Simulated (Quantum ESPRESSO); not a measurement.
# SiNi: parallel and opposed starts

A self-consistent run ends on one state, which hangs on the start. Several orders of SiNi are started in Quantum ESPRESSO and their energies compared.

Method: LDA; plane waves with GBRV 1.5 LDA potentials, no spin-orbit coupling, in Quantum ESPRESSO 7.5.

Report form: the programs' logs are mostly left out.

## 1. The structure

Symmetry: Pnma, No. 62, orthorhombic system. Conventional cell: a = 5.173 Å, b = 3.338 Å, c = 5.605 Å, α = 90.00°, β = 90.00°, γ = 90.00°. Nearest to Si lie 6 Ni at 2.28 to 2.40 Å. Nearest to Ni lie 6 Si at 2.28 to 2.40 Å. Farther neighbours are not listed.

Structure file:

```cif
data_structure
_symmetry_space_group_name_H-M 'P 1'
_symmetry_Int_Tables_number 1
_cell_length_a 5.1731
_cell_length_b 3.3381
_cell_length_c 5.6049
_cell_angle_alpha 90.000
_cell_angle_beta 90.000
_cell_angle_gamma 90.000
_cell_volume 96.79
loop_
_atom_site_label
_atom_site_type_symbol
_atom_site_fract_x
_atom_site_fract_y
_atom_site_fract_z
_atom_site_occupancy
Si1 Si 0.32128 0.75000 0.08250 1
Si2 Si 0.17872 0.25000 0.58250 1
Si3 Si 0.82128 0.75000 0.41750 1
Si4 Si 0.67872 0.25000 0.91750 1
Ni5 Ni 0.00779 0.25000 0.18752 1
Ni6 Ni 0.49221 0.75000 0.68752 1
Ni7 Ni 0.50779 0.25000 0.31248 1
Ni8 Ni 0.99221 0.75000 0.81248 1
```

The cell comes from the Crystallography Open Database.

## 2. Start 1: ferro ++++

The signs are those of the starting moments on the seeded atoms, the atoms that are given a moment.

pw.in reads:

```
&CONTROL
  calculation = 'scf'
  prefix = 'pwscf'
  outdir = './tmp'
  pseudo_dir = './pseudo'
  disk_io = 'nowf'
/
&SYSTEM
  ibrav = 0
  celldm(1) = 8
  nat = 8
  ntyp = 2
  ecutwfc = 40
  ecutrho = 280
  nbnd = 59
  occupations = 'smearing'
  smearing = 'fd'
  degauss = 0.00734986
  nspin = 2
  starting_magnetization(1) = 0
  starting_magnetization(2) = 0.0556
/
&ELECTRONS
  conv_thr = 1.6d-08
  electron_maxstep = 150
  mixing_beta = 0.3
/
ATOMIC_SPECIES
Si     28.0850 si_lda_v1.uspp.F.UPF
Ni     58.6934 ni_lda_v1.4.uspp.F.UPF
CELL_PARAMETERS alat
   1.2219677769127    0.0000000000000    0.0000000000000
   0.0000000000000    0.7885118470767    0.0000000000000
   0.0000000000000    0.0000000000000    1.3239657444894
ATOMIC_POSITIONS crystal
Si      0.3212800000    0.7500000000    0.0825000000
Si      0.1787200000    0.2500000000    0.5825000000
Si      0.8212800000    0.7500000000    0.4175000000
Si      0.6787200000    0.2500000000    0.9175000000
Ni      0.0077900000    0.2500000000    0.1875200000
Ni      0.4922100000    0.7500000000    0.6875200000
Ni      0.5077900000    0.2500000000    0.3124800000
Ni      0.9922100000    0.7500000000    0.8124800000
K_POINTS automatic
8 8 8 0 0 0
```

Command:

```
> OMP_NUM_THREADS=1 mpirun -n 4 pw.x -nk 4 -in pw.in > pw.out
```

Elapsed: 5.5 min, on 4 MPI ranks of Arm Neoverse V2, shared host; peak memory 1.1 GiB; 22 min of CPU time.

The spin moment in the atom's sphere vanishes on all atoms.

Numbers from this step:

* smearing term TS: 0.07075 eV
* magnetization: 0 μB
* absolute magnetization: 0 μB
* final state: non-magnetic

## 3. Start 2: antiferro +−−+

pw.in: that of step 2 with these lines changed.

```diff
@@ -11,6 +11,6 @@
   nat = 8
-  ntyp = 2
+  ntyp = 3
   ecutwfc = 40
   ecutrho = 280
-  nbnd = 59
+  nbnd = 57
   occupations = 'smearing'
@@ -21,2 +21,3 @@
   starting_magnetization(2) = 0.0556
+  starting_magnetization(3) = -0.0556
 /
@@ -29,3 +30,4 @@
 Si     28.0850 si_lda_v1.uspp.F.UPF
-Ni     58.6934 ni_lda_v1.4.uspp.F.UPF
+Ni1    58.6934 ni_lda_v1.4.uspp.F.UPF
+Ni2    58.6934 ni_lda_v1.4.uspp.F.UPF
 CELL_PARAMETERS alat
@@ -39,6 +41,6 @@
 Si      0.6787200000    0.2500000000    0.9175000000
-Ni      0.0077900000    0.2500000000    0.1875200000
-Ni      0.4922100000    0.7500000000    0.6875200000
-Ni      0.5077900000    0.2500000000    0.3124800000
-Ni      0.9922100000    0.7500000000    0.8124800000
+Ni1     0.0077900000    0.2500000000    0.1875200000
+Ni2     0.4922100000    0.7500000000    0.6875200000
+Ni2     0.5077900000    0.2500000000    0.3124800000
+Ni1     0.9922100000    0.7500000000    0.8124800000
 K_POINTS automatic
```

It took 7.8 min on 4 MPI ranks; peak memory 1.3 GiB.

The spin moment in the atom's sphere vanishes on all atoms.

This step gave:

- smearing term TS: 0.07075 eV
- magnetization: 0 μB
- absolute magnetization: 0 μB
- final state: non-magnetic

## 4. Run 3, typed as antiferro ++−−

pw.in: that of step 3 with these lines changed.

```diff
@@ -42,5 +42,5 @@
 Ni1     0.0077900000    0.2500000000    0.1875200000
-Ni2     0.4922100000    0.7500000000    0.6875200000
+Ni1     0.4922100000    0.7500000000    0.6875200000
 Ni2     0.5077900000    0.2500000000    0.3124800000
-Ni1     0.9922100000    0.7500000000    0.8124800000
+Ni2     0.9922100000    0.7500000000    0.8124800000
 K_POINTS automatic
```

Wall time 5.5 min (4 MPI ranks); peak memory 1.1 GiB; 22 min of CPU time.

The spin moment in the atom's sphere vanishes on all atoms.

Read from the output:

| Item | Value |
| --- | --- |
| smearing term TS | 0.07076 eV |
| magnetization | 0 μB |
| absolute magnetization | 0 μB |
| final state | non-magnetic |

## 5. The states side by side

An order is kept where moments of 0.15 μB or more survive with the typed signs; meshes match where a doubled cell samples the same k points as the first cell.

Orders:

```
         start   final state  typed order kept  energy over the lowest (meV a seeded atom)  largest site moment (μB)  net moment (μB a cell of the first run)  mesh matched  CPU time (s)
    ferro ++++  non-magnetic                no                                           0                         0                                        0           yes          1316
antiferro +--+  non-magnetic                no                                           0                         0                                        0           yes          1882
antiferro ++--  non-magnetic                no                                           0                         0                                        0           yes          1309
```

## 6. Outcome

| Property | Result |
| --- | --- |
| lowest state found | non-magnetic (from ferro ++++, antiferro +--+ and antiferro ++--) |
| largest site moment | 0 μB |

The lowest state carries no moment, and no start kept one. This is the lowest of 3 collinear or spinless starts, no proof of the ground state. Energies are free energies at an electronic temperature of 1160 K, which lowers moments and differences where the moments are itinerant.

[Logs and program files are shortened in this print: banners, set-up blocks, solver, clock and traceback lines can be left out without a mark of their own.]

[Logs are printed without paths, hosts, clocks, repeated set-up lines and the standing remarks that a program may print on its own settings, such as how far it seeks lower states.]

[Hosts, paths, dates, database ids (printed as entryN), source tags and the programs' standing remarks are cut or masked in the printed files.]

[Where a cell is said to come from a database of computed structures, the database is the Materials Project.]
